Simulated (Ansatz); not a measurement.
# Lu3TlC (Pm-3m): phonons and vibrational spectra, part 2 of 2

Aim: the phonons of Lu3TlC (Pm-3m) at a cell relaxed beforehand at this level. After the zone centre comes a 2×2×2 q mesh on a 8×8×8 k mesh.

Ansatz 0.2.0; DFT PBEsol, scalar-relativistic, plane waves, PAW; PAW set soft_1.

So far. Step 2 (Zone-centre response): Before it was imposed, the acoustic sum rule was missed by 3.3e-5 eV/Å². Small misses are needed for a sound result but don't prove that mesh and cutoff are converged. The lowest optical mode is real, 78.5 cm⁻¹.

**3. Phonons on a q mesh**

Stability and thermal properties need the whole zone. Linear response on a 2×2×2 q mesh gives force constants as far as a supercell of that size would.

input.yaml reads:

```yaml
crystal:
  lattice:
    - [4.71229544, 0.0, 0.0]
    - [0.0, 4.71229544, 0.0]
    - [0.0, 0.0, 4.71229544]
  atoms:
    - { symbol: Lu, position: [0.5, 0.0, 0.5] }
    - { symbol: Lu, position: [0.0, 0.5, 0.5] }
    - { symbol: Lu, position: [0.5, 0.5, 0.0] }
    - { symbol: Tl, position: [0.0, 0.0, 0.0] }
    - { symbol: C, position: [0.5, 0.5, 0.5] }
kpoints:
  mp_grid: { grid: [8, 8, 8] }
hamiltonian:
  xc: pbesol
  pseudopotentials: { kind: paw, azcp: { folder: soft_1 }, xc_functional: pbe }
scf:
  occupations: { method: methfessel_paxton, width: 0.2 }
output:
  eigenvalues: true
phonons:
  method: dfpt
  qmesh: [2, 2, 2]
  temperatures: { t_max: 1000, t_step: 50 }
  qpath:
    path:
      - [[0.0, 0.0, 0.0], [0.0, 0.5, 0.0], [0.5, 0.5, 0.0], [0.0, 0.0, 0.0], [0.5, 0.5, 0.5], [0.0, 0.5, 0.0]]
      - [[0.5, 0.5, 0.5], [0.5, 0.5, 0.0]]
    npoints: 10
```

Launch:

```
$ ansatz run input.yaml --threads 4 --pin off --max-ram 10240MiB --backend cpu --events-out ev --progress --plain --runs-dir out
```

Numbers of over 12 decimals in the logs are rounded to 6 here.

The program printed:

```text
[...]
Crystal: 5 atoms, lattice volume = 104.640 Å³
Basis set: ecut = 420 eV, 2103 PW (Γ), exchange–correlation on 64×64×64 points (8 copies of the dense FFT grid, shifted against one another)
Bands: 56, of which v1, the nominal top of the filled ones, is band 46 counted from 1 (45 counted from 0)
Symmetry: 48 space group operations
k-points: 35 of 512
[...]
SCF iter   1: F=—  HF=-55385.143443 eV  |F-HF|=—  |Δ(HF+E_count)|=         —  Δρ=5.78e-2  dr2=6.97e0  ethr=3.10e-3  ⟨swp⟩=7.0  Hψ=8540  notcnv=0
[...]
SCF iter  16: F=-55383.448992 eV  HF=-55383.448992 eV  |F-HF|=7.28e-12  |Δ(HF+E_count)|=  1.46e-11  S|Δr|=    0.00e0  Δρ=2.23e-8  dr2=5.69e-13  ethr=1.00e-12  ⟨swp⟩=18.5  Hψ=17586  notcnv=0
SCF 1 converged in 16 iterations: F = -55383.448992 eV  dr2 = 5.69e-13
[...]
iter 1 solved again at ethr=5.24e-7 eV; its pass at ethr=3.10e-3 eV (dr2=4.82e-4 eV) is discarded
SCF iter   1: F=—  HF=-55383.448998 eV  |F-HF|=—  |Δ(HF+E_count)|=         —  Δρ=4.85e-6  dr2=1.71e-8  ethr=5.24e-7  ⟨swp⟩=4.9  Hψ=16794  notcnv=0
eigensolver tolerance schedule: the retry pair's looser diagonalisation over-reported the residual by 28108.85 of it (diagonalisation noise at an unbounded share of the residual, at the tolerance the schedule requests for it); recorded, not acted on — ethr = c·dr2/N_el stays at c = 1.0e-1
[...]
SCF iter   2: F=—  HF=-55383.448992 eV  |F-HF|=—  |Δ(HF+E_count)|=   5.81e-6  S|Δr|=    0.00e0  Δρ=3.32e-6  dr2=1.09e-8  ethr=1.86e-11  ⟨swp⟩=5.5  Hψ=8399  notcnv=0
[...]
SCF iter  10: F=-55383.448992 eV  HF=-55383.448992 eV  |F-HF|=1.46e-11  |Δ(HF+E_count)|=  6.55e-11  S|Δr|=    0.00e0  Δρ=3.71e-8  dr2=2.84e-13  ethr=1.00e-12  ⟨swp⟩=5.3  Hψ=10171  notcnv=0
SCF 2 converged in 10 iterations: F = -55383.448992 eV  dr2 = 2.84e-13
[...]
phonons: the bands overlap, so this run is a metal and interpolates without the dipole-dipole term. If the crystal is really an insulator or semiconductor, its LO-TO splitting is missing
NSCF: frozen V_eff on 35 k-points
[...]
DFPT response loops at q = (0, 0, 0) (fractional): preconditioner auto → Kerker (q_TF=auto, 2.670 Å⁻¹) (partly filled bands, converged f_vac=0.000); β = 1.00, the filter's whole step (`scf.mixing.beta` (0.50) is not read by the response loops under this deck's `scf.mixing.preconditioner`; to damp them name `kerker` or `kerker_dos`, under which they read `scf.mixing.beta`, and type it under 1.00, their step now; both keys bind the ground state too); Broyden in place of MSR1
[...]
SCF converged after 16 iterations
[...]
Free energy (F): -55383.448992 eV
[...]
Internal energy: -55383.453287 eV  (E = F + TS)
E sigma→0 (E₀):  -55383.450066 eV
Entropy (-TS):   0.004295 eV (0.859 meV/atom)
Fermi energy:    14.754906 eV
[...]
--- Band table (eV; the first three rows and the last of 35) ---
  k-point 0: bands = [... 42 lower, 14.1730, 14.3134, 14.3134, 14.8795, 14.8795, 14.8795, 17.0273, 17.0273, ... 6 higher]
  k-point 1: bands = [... 42 lower, 14.0885, 14.4640, 14.5524, 14.7801, 14.7801, 14.9208, 16.2062, 17.2017, ... 6 higher]
  k-point 2: bands = [... 42 lower, 13.9153, 13.9153, 14.5555, 14.5555, 14.8976, 15.0293, 16.1029, 17.6520, ... 6 higher]
  k-point 34: bands = [... 42 lower, 10.7016, 14.1034, 14.1034, 14.1034, 16.4552, 16.4552, 16.4552, 17.1818, ... 6 higher]
--- Phonons (Γ-DFPT): 4 representative perturbations + reference (Σ response iterations 12) ---
  ASR residual: 4.212e-5 → 0.000e0 eV/Å²; symmetrization residual: 1.356e-6 eV/Å²
  ASR residual per site (eV/Å²): 1.58e-5 1.58e-5 1.58e-5 5.59e-6 4.21e-5
[...]
--- Phonons (arbitrary-q DFPT): 4 irreducible q on the 2×2×2 mesh ---
  q = [0.0000, 0.0000, 0.0000] (star 1, of the zone-centre solve; hermiticity 2.45e-7, symmetrization 8.63e-12): -0.00 0.00 0.00 78.49 78.49 78.49 82.22 82.22 82.22 144.30 144.30 144.30 382.40 382.40 382.40
  q = [0.0000, 0.0000, -0.5000] (star 3, 9 solved perturbations in 975 linear systems a pass and spin channel, the states on 125 of 512 k-point pairs; hermiticity 1.89e-7, symmetrization 2.16e-8): 65.32 65.32 65.95 65.95 78.18 81.43 94.55 94.55 101.74 132.82 132.82 158.10 428.06 428.06 546.44
[...]
sum rule: each row above includes the acoustic sum rule's correction from the zone centre's row sums; it moved no ω² by more than (0.98 cm⁻¹)²
  mesh force constants: q→R imaginary residual 2.49e-18; ASR residual 4.212e-5 → 0.000e0 eV/Å²; symmetrization residual 5.329e-15 eV/Å²
  interpolated dispersion: 62 rows × 15 modes
  density of states and harmonic sums: on the 14×14×14 q-mesh, interpolated from the force constants of a 2×2×2 supercell (no non-analytic term)
  largest difference from the sums on the solved wave vectors: F 7.96e-2 eV, S 1.12e-4 and C_V 3.22e-5 eV/K
  zero-point energy: 0.159047 eV/cell   skipped modes (ω ≤ 0): 3   left out of the sums: 7.29e-5 of the cell's modes: C_V's classical limit lies that fraction below 3 k_B per atom; for a crystal, a wire or a layer, F and S can be off by more, and a phonons.interpolated_qmesh denser along its periods is the remedy for the sampling
```

The job ended after 7.2 min (4 threads of Arm Neoverse V2, shared host; peak memory 2.1 GiB).

This step gave:

| Quantity | Value |
| --- | --- |
| sum-rule residual before enforcement | 4.21e-5 eV/Å² |
| lowest frequency on the path | 0 cm⁻¹ |
| highest frequency on the path or at a solved wavevector | 546.4 cm⁻¹ |
| mean frequency | 171 cm⁻¹ |
| Debye temperature (second moment) | 430 K |
| logarithmic mean frequency | 123.6 cm⁻¹ |
| lowest mode on the q mesh (acoustic modes at Γ apart) | 30.37 cm⁻¹ |
| zero-point energy per atom | 31.81 meV |
| heat capacity at 300 K | 22.86 J/(mol atoms K) |
| vibrational entropy at 300 K | 39.13 J/(mol atoms K) |
| edges of the widest gap between branches, on path and mesh | 199.2, 382.4 cm⁻¹ |

Frequencies (cm⁻¹) solved at each irreducible wavevector; negative means imaginary. Frequencies by wavevector, by row:

| q in reciprocal lattice units | star | mode 1 | mode 2 | mode 3 | mode 4 | mode 13 | mode 14 | mode 15 |
| --- | --- | --- | --- | --- | --- | --- | --- | --- |
| 0 0 0 | 1 | 0 | 0 | 0 | 78.5 | 382.4 | 382.4 | 382.4 |
| 0 0 -0.5 | 3 | 65.3 | 65.3 | 66 | 66 | 428.1 | 428.1 | 546.4 |
| 0 -0.5 -0.5 | 3 | 30.4 | 70 | 70 | 72.2 | 419.7 | 521 | 521 |
| -0.5 -0.5 -0.5 | 1 | 31.7 | 31.7 | 31.7 | 75.2 | 529.1 | 529.1 | 529.1 |

Interpolated from a 2×2×2 q mesh. Phonon branches along the path, in cm⁻¹:

| point | branch 1 | branch 2 | branch 3 | branch 4 | branch 12 | branch 13 | branch 14 | branch 15 |
| --- | --- | --- | --- | --- | --- | --- | --- | --- |
| Γ | 0 | 0 | 0 | 78 | 144 | 382 | 382 | 382 |
| halfway | 41 | 41 | 61 | 76 | 152 | 406 | 406 | 471 |
| X | 65 | 65 | 66 | 66 | 158 | 428 | 428 | 546 |
| halfway | 51 | 69 | 69 | 70 | 171 | 424 | 476 | 534 |
| M | 30 | 70 | 70 | 72 | 183 | 420 | 521 | 521 |
| halfway | 48 | 54 | 68 | 72 | 162 | 415 | 474 | 474 |
| Γ | 0 | 0 | 0 | 78 | 144 | 382 | 382 | 382 |
| halfway | 54 | 54 | 59 | 74 | 170 | 475 | 475 | 475 |
| R | 32 | 32 | 32 | 75 | 199 | 529 | 529 | 529 |
| halfway | 49 | 56 | 60 | 72 | 180 | 477 | 477 | 530 |
| X | 65 | 65 | 66 | 66 | 158 | 428 | 428 | 546 |
| jump to R | 32 | 32 | 32 | 75 | 199 | 529 | 529 | 529 |
| halfway | 31 | 53 | 53 | 74 | 190 | 477 | 525 | 525 |
| M | 30 | 70 | 70 | 72 | 183 | 420 | 521 | 521 |

The phonon density of states has structure finer than the step of the table below, so its rows give means over 20 cm⁻¹, whole bins alone (the curve runs from 2.5 to 548 cm⁻¹). Peaks (cm⁻¹: height): 72.5: 0.273, 132.5: 0.214, 522.5: 0.0514.

Tetrahedra on a 14×14×14 mesh, mean over bins of 5 cm-1. Interpolated from a 2×2×2 q mesh. Phonon density of states against wavenumber; means over each step:

| wavenumber (cm⁻¹) | phonon density of states (1/cm⁻¹/cell) |
| --- | --- |
| 20 | 0.00330 |
| 40 | 0.0444 |
| 60 | 0.109 |
| 80 | 0.169 |
| 100 | 0.0718 |
| 120 | 0.0712 |
| 140 | 0.0833 |
| 160 | 0.0225 |
| 180 | 0.0227 |
| 200 | 0.00293 |
| 220 | 0 |
| 240 | 0 |
| 260 | 0 |
| 280 | 0 |
| 300 | 0 |
| 320 | 0 |
| 340 | 0 |
| 360 | 0 |
| 380 | 5.1e-4 |
| 400 | 0.00550 |
| 420 | 0.0236 |
| 440 | 0.0229 |
| 460 | 0.0182 |
| 480 | 0.0176 |
| 500 | 0.0208 |
| 520 | 0.0338 |

The partial phonon density of states has structure finer than the step of the table below, so its rows give means over 20 cm⁻¹, whole bins alone (the curve runs from -10 to 571 cm⁻¹). Peaks (cm⁻¹: height): C 428.3: 0.0356, 446.5: 0.0275, 468.5: 0.0374, 494.0: 0.0408, 523.2: 0.0396; Lu 77.7: 0.0851, 132.4: 0.149; Tl 74.0: 0.161.

Phonopy on the run's constants, 13x13x13 mesh, Gaussian sigma 4.1 cm-1. Interpolated from a 2×2×2 q mesh. Table of partial phonon density of states by wavenumber; means over each step; values in 1/cm⁻¹/cell:

| wavenumber (cm⁻¹) | C | Lu | Tl |
| --- | --- | --- | --- |
| 0 | 4.2e-7 | 9.8e-5 | 3.9e-5 |
| 20 | 3.3e-5 | 0.00327 | 7.8e-4 |
| 40 | 1.3e-4 | 0.0379 | 0.00630 |
| 60 | 1.9e-4 | 0.0670 | 0.0431 |
| 80 | 1.4e-4 | 0.0776 | 0.0893 |
| 100 | 7.7e-5 | 0.0619 | 0.00893 |
| 120 | 3.2e-4 | 0.0702 | 0.00145 |
| 140 | 5.6e-4 | 0.0825 | 6.6e-5 |
| 160 | 8.6e-5 | 0.0223 | 3.3e-5 |
| 180 | 6.8e-5 | 0.0221 | 8.8e-6 |
| 200 | 5.0e-6 | 0.00339 | 0 |
| 220 | 0 | 1.4e-6 | 0 |
| 240 | 0 | 0 | 0 |
| 260 | 0 | 0 | 0 |
| 280 | 0 | 0 | 0 |
| 300 | 0 | 0 | 0 |
| 320 | 0 | 0 | 0 |
| 340 | 0 | 0 | 0 |
| 360 | 1.0e-7 | 0 | 0 |
| 380 | 7.6e-4 | 1.8e-5 | 0 |
| 400 | 0.00589 | 1.3e-4 | 5.5e-6 |
| 420 | 0.0233 | 5.5e-4 | 5.4e-6 |
| 440 | 0.0235 | 4.3e-4 | 1.9e-6 |
| 460 | 0.0171 | 1.8e-4 | 3.5e-6 |
| 480 | 0.0121 | 9.9e-5 | 2.0e-6 |
| 500 | 0.0233 | 1.0e-4 | 4.0e-6 |
| 520 | 0.0339 | 5.3e-5 | 8.6e-6 |
| 540 | 0.00835 | 1.5e-5 | 0 |
| 560 | 8.6e-5 | 0 | 0 |

Harmonic thermodynamic functions per atom, from the density of states. Interpolated from a 2×2×2 q mesh. Thermodynamic functions, by row:

| T (K) | F_vib (meV/atom) | S (J/mol-atom/K) | C_V (J/mol-atom/K) |
| --- | --- | --- | --- |
| 0 | 31.81 | 0 | 0 |
| 50 | 30.67 | 6.813 | 11.33 |
| 100 | 24.41 | 16.85 | 17.15 |
| 200 | -0.52 | 30.18 | 21.16 |
| 300 | -36.69 | 39.13 | 22.86 |
| 400 | -80.87 | 45.83 | 23.67 |
| 500 | -131.2 | 51.16 | 24.09 |
| 600 | -186.6 | 55.58 | 24.34 |
| 700 | -246.2 | 59.34 | 24.49 |
| 800 | -309.4 | 62.62 | 24.59 |
| 900 | -375.9 | 65.52 | 24.66 |
| 1000 | -445.1 | 68.12 | 24.72 |

Harmonic mean-square displacement, third of the trace. Interpolated from a 2×2×2 q mesh. Mean square displacements, by row:

| T (K) | Lu1 U_eq (Å²) | Lu2 U_eq (Å²) | Lu3 U_eq (Å²) | Tl4 U_eq (Å²) | C5 U_eq (Å²) |
| --- | --- | --- | --- | --- | --- |
| 0 | 0.00112 | 0.00112 | 0.00112 | 0.00117 | 0.00312 |
| 100 | 0.00247 | 0.00247 | 0.00247 | 0.00263 | 0.00338 |
| 300 | 0.00682 | 0.00682 | 0.00682 | 0.00738 | 0.00482 |
| 600 | 0.01353 | 0.01353 | 0.01353 | 0.01466 | 0.00812 |

Symmetry leaves 4 wavevectors to solve. The lowest mode among them, the acoustic zeros apart, lies at q = (0, -0.5, -0.5) and is real, 30.4 cm⁻¹.

**4. Another isotope, element C, natural mass 12.011 amu**

An isotope changes the mass and not the force constants, so no new electronic calculation is needed; the shifts show which modes move this element.

The same force constants with the mass of C changed from 12.011 to 13.003 u (phonopy, no LO-TO term). Both lists are sorted by frequency; levels can cross, so a row need not hold one and the same mode. Modes under 3 cm⁻¹ are left out. Isotope shifts, by row, the first 40 of 57 rows:

| q | rank | natural mass (cm⁻¹) | changed mass (cm⁻¹) |
| --- | --- | --- | --- |
| 0 0 0 | 4 | 78.49 | 78.49 |
| 0 0 0 | 5 | 78.49 | 78.49 |
| 0 0 0 | 6 | 78.49 | 78.49 |
| 0 0 0 | 7 | 82.22 | 82.22 |
| 0 0 0 | 8 | 82.22 | 82.22 |
| 0 0 0 | 9 | 82.22 | 82.22 |
| 0 0 0 | 10 | 144.3 | 144.2 |
| 0 0 0 | 11 | 144.3 | 144.2 |
| 0 0 0 | 12 | 144.3 | 144.2 |
| 0 0 0 | 13 | 382.4 | 367.9 |
| 0 0 0 | 14 | 382.4 | 367.9 |
| 0 0 0 | 15 | 382.4 | 367.9 |
| 0 0 -0.5 | 1 | 65.32 | 65.3 |
| 0 0 -0.5 | 2 | 65.32 | 65.3 |
| 0 0 -0.5 | 3 | 65.95 | 65.95 |
| 0 0 -0.5 | 4 | 65.95 | 65.95 |
| 0 0 -0.5 | 5 | 78.18 | 78.18 |
| 0 0 -0.5 | 6 | 81.43 | 81.43 |
| 0 0 -0.5 | 7 | 94.55 | 94.55 |
| 0 0 -0.5 | 8 | 94.55 | 94.55 |
| 0 0 -0.5 | 9 | 101.7 | 101.7 |
| 0 0 -0.5 | 10 | 132.8 | 132.7 |
| 0 0 -0.5 | 11 | 132.8 | 132.7 |
| 0 0 -0.5 | 12 | 158.1 | 158.1 |
| 0 0 -0.5 | 13 | 428.1 | 411.8 |
| 0 0 -0.5 | 14 | 428.1 | 411.8 |
| 0 0 -0.5 | 15 | 546.4 | 525.2 |
| 0 -0.5 -0.5 | 1 | 30.37 | 30.37 |
| 0 -0.5 -0.5 | 2 | 70.02 | 70.02 |
| 0 -0.5 -0.5 | 3 | 70.02 | 70.02 |
| 0 -0.5 -0.5 | 4 | 72.21 | 72.21 |
| 0 -0.5 -0.5 | 5 | 87.44 | 87.44 |
| 0 -0.5 -0.5 | 6 | 87.44 | 87.44 |
| 0 -0.5 -0.5 | 7 | 93.69 | 93.69 |
| 0 -0.5 -0.5 | 8 | 93.69 | 93.69 |
| 0 -0.5 -0.5 | 9 | 119.1 | 119 |
| 0 -0.5 -0.5 | 10 | 133.2 | 133.2 |
| 0 -0.5 -0.5 | 11 | 133.6 | 133.6 |
| 0 -0.5 -0.5 | 12 | 182.8 | 182.8 |
| 0 -0.5 -0.5 | 13 | 419.7 | 403.9 |

A mode of this element alone would shift by -3.89 %. The highest zone-centre frequency without the field goes from 382.4 to 367.9 cm⁻¹ (-3.8 %). The product of the frequency ratios over all optical modes at Γ is 0.890; the product rule, (m/m′)^(3k/2) (M′/M)^(3/2) with k = 1 such atoms and M the mass of the cell, gives 0.890.

**5. Another isotope, element Tl, natural mass 204.38 amu**

The same for Tl, from 204.38 to 202.97 u.

The same force constants with the mass of Tl changed from 204.380 to 202.972 u (phonopy, no LO-TO term). Both lists are sorted by frequency; levels can cross, so a row need not hold one and the same mode. Modes under 3 cm⁻¹ are left out. Isotope shifts, by row, the first 40 of 57 rows:

| q | rank | natural mass (cm⁻¹) | changed mass (cm⁻¹) |
| --- | --- | --- | --- |
| 0 0 0 | 4 | 78.49 | 78.69 |
| 0 0 0 | 5 | 78.49 | 78.69 |
| 0 0 0 | 6 | 78.49 | 78.69 |
| 0 0 0 | 7 | 82.22 | 82.22 |
| 0 0 0 | 8 | 82.22 | 82.22 |
| 0 0 0 | 9 | 82.22 | 82.22 |
| 0 0 0 | 10 | 144.3 | 144.3 |
| 0 0 0 | 11 | 144.3 | 144.3 |
| 0 0 0 | 12 | 144.3 | 144.3 |
| 0 0 0 | 13 | 382.4 | 382.4 |
| 0 0 0 | 14 | 382.4 | 382.4 |
| 0 0 0 | 15 | 382.4 | 382.4 |
| 0 0 -0.5 | 1 | 65.32 | 65.32 |
| 0 0 -0.5 | 2 | 65.32 | 65.32 |
| 0 0 -0.5 | 3 | 65.95 | 66.14 |
| 0 0 -0.5 | 4 | 65.95 | 66.14 |
| 0 0 -0.5 | 5 | 78.18 | 78.45 |
| 0 0 -0.5 | 6 | 81.43 | 81.43 |
| 0 0 -0.5 | 7 | 94.55 | 94.59 |
| 0 0 -0.5 | 8 | 94.55 | 94.59 |
| 0 0 -0.5 | 9 | 101.7 | 101.7 |
| 0 0 -0.5 | 10 | 132.8 | 132.8 |
| 0 0 -0.5 | 11 | 132.8 | 132.8 |
| 0 0 -0.5 | 12 | 158.1 | 158.1 |
| 0 0 -0.5 | 13 | 428.1 | 428.1 |
| 0 0 -0.5 | 14 | 428.1 | 428.1 |
| 0 0 -0.5 | 15 | 546.4 | 546.4 |
| 0 -0.5 -0.5 | 1 | 30.37 | 30.37 |
| 0 -0.5 -0.5 | 2 | 70.02 | 70.2 |
| 0 -0.5 -0.5 | 3 | 70.02 | 70.2 |
| 0 -0.5 -0.5 | 4 | 72.21 | 72.46 |
| 0 -0.5 -0.5 | 5 | 87.44 | 87.44 |
| 0 -0.5 -0.5 | 6 | 87.44 | 87.44 |
| 0 -0.5 -0.5 | 7 | 93.69 | 93.78 |
| 0 -0.5 -0.5 | 8 | 93.69 | 93.78 |
| 0 -0.5 -0.5 | 9 | 119.1 | 119.1 |
| 0 -0.5 -0.5 | 10 | 133.2 | 133.2 |
| 0 -0.5 -0.5 | 11 | 133.6 | 133.6 |
| 0 -0.5 -0.5 | 12 | 182.8 | 182.8 |
| 0 -0.5 -0.5 | 13 | 419.7 | 419.7 |

A mode of this element alone would shift by +0.35 %. The highest zone-centre frequency without the field goes from 382.4 to 382.4 cm⁻¹ (+0.0 %). The product of the frequency ratios over all optical modes at Γ is 1.008; the product rule, (m/m′)^(3k/2) (M′/M)^(3/2) with k = 1 such atoms and M the mass of the cell, gives 1.008.

**6. Outcome**

| Property | Result |
| --- | --- |
| space group (within 0.01 Å) | Pm-3m |
| volume per atom | 20.9 Å³ |
| electronic character | no gap on this mesh |
| highest optical mode at the zone centre (no LO-TO term) | 382 cm⁻¹ |
| lowest optical zone-centre mode | 78.5 cm⁻¹ |
| lowest mode on the q mesh (acoustic modes at Γ apart) | 30.4 cm⁻¹ |
| highest frequency on the path or at a solved wavevector | 546 cm⁻¹ |
| zero-point energy per atom | 31.8 meV |
| heat capacity at 300 K | 22.9 J/(mol atoms K) |
| vibrational entropy at 300 K | 39.1 J/(mol atoms K) |
| Debye temperature (second moment) | 430 K |
| imaginary modes on the 2×2×2 q mesh | none |

In words: The structure is a minimum as far as tested: no mode is imaginary at the 4 irreducible wavevectors of the 2×2×2 mesh, and the softest away from the acoustic zeros lies at 30 cm⁻¹. The optical modes at Γ span 78 to 382 cm⁻¹. The highest mode in this list at Γ, 382.4 cm⁻¹, is mostly motion of C (97 % of the kinetic energy). On the path and the mesh, the widest gap between branches runs from 199 to 382 cm⁻¹. With no gap, or one that is small against the smearing, the frequencies hang on the k mesh and the smearing, most of all near Kohn anomalies. Spin-orbit coupling is left out, which can matter for the heavy elements here. The PAW files were made for PBE and serve the other functionals too. A phonon run warned that its eigensolver left some bands unconverged in a pass. These are harmonic frequencies at zero temperature: anharmonic shifts, linewidths and thermal expansion are left out.

[Logs are printed without paths, hosts, clocks, repeated set-up lines and the standing remarks that a program may print on its own settings, such as how far it seeks lower states.]

[Hosts, paths, dates, database ids (printed as entryN), source tags and the programs' standing remarks are cut or masked in the printed files.]
